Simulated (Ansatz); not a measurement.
# MnCu2SnS4: which shell does photoemission see at 21.2 and 100 eV? (LDA)

The valence band of MnCu2SnS4 mixes several shells. Work out by hand which one leads the spectrum's area at each photon energy.

Filled states come from the projected DOS of Ansatz 0.2.0 (LDA, plane waves); cross sections σ and asymmetry parameters β are those of free atoms in a Dirac–Hartree–Slater calculation. A shell's area is states × σ × angular factor, which is 1 + β·P₂(cos θ) for linear light, with θ = 54.7° from the polarisation and P₂ = 0.001.

**At 21.2 eV** (states counted from 11.2 eV below the zero; other shells add 1 to the products' sum of 43.3):

```
shell  filled states a cell  cross section (Mb an electron)      β  angular factor  product  share by hand (%)  share in the simulated spectrum (%)
Sn 4d                  0.03                               0   0.00            1.00        0                  0                                    0
Cu 3d                 19.43                           0.796  -0.20            1.00     15.5                 36                                   36
Mn 3d                  5.47                            1.16  -0.13            1.00     6.35                 15                                   15
 S 3p                 18.95                            1.08   1.85            1.00     20.5                 47                                   47
```

**At 100 eV** (states counted from 23.7 eV below the zero; other shells add 0.93 to the products' sum of 23.5):

```
shell  filled states a cell  cross section (Mb an electron)     β  angular factor  product  share by hand (%)  share in the simulated spectrum (%)
Sn 4d                  9.99                             0.2  1.87            1.00        2                  9                                    8
Cu 3d                 19.55                           0.724  0.66            1.00     14.2                 60                                   60
Mn 3d                  5.53                            0.71  0.88            1.00     3.93                 17                                   17
 S 3p                 19.04                           0.128  1.47            1.00     2.44                 10                                   10
```

S 3p leads at 21.2 eV and Cu 3d at 100 eV. Between the two energies σ of S 3p changes by a factor 0.12 and that of Cu 3d by 0.91, so their ratio moves 7.7-fold in favour of the second. The simulated spectrum uses the same rule on the energy-resolved DOS, so the two share columns agree within a few points.

Only crystals where the two columns agree within 4 points and the lead is clear are worked in this form. Free-atom cross sections ignore the solid's final states, no escape depth or background enters, and the count of states a shell hangs on the projection.

[Logs are printed without paths, hosts, clocks, repeated set-up lines and the standing remarks that a program may print on its own settings, such as how far it seeks lower states.]
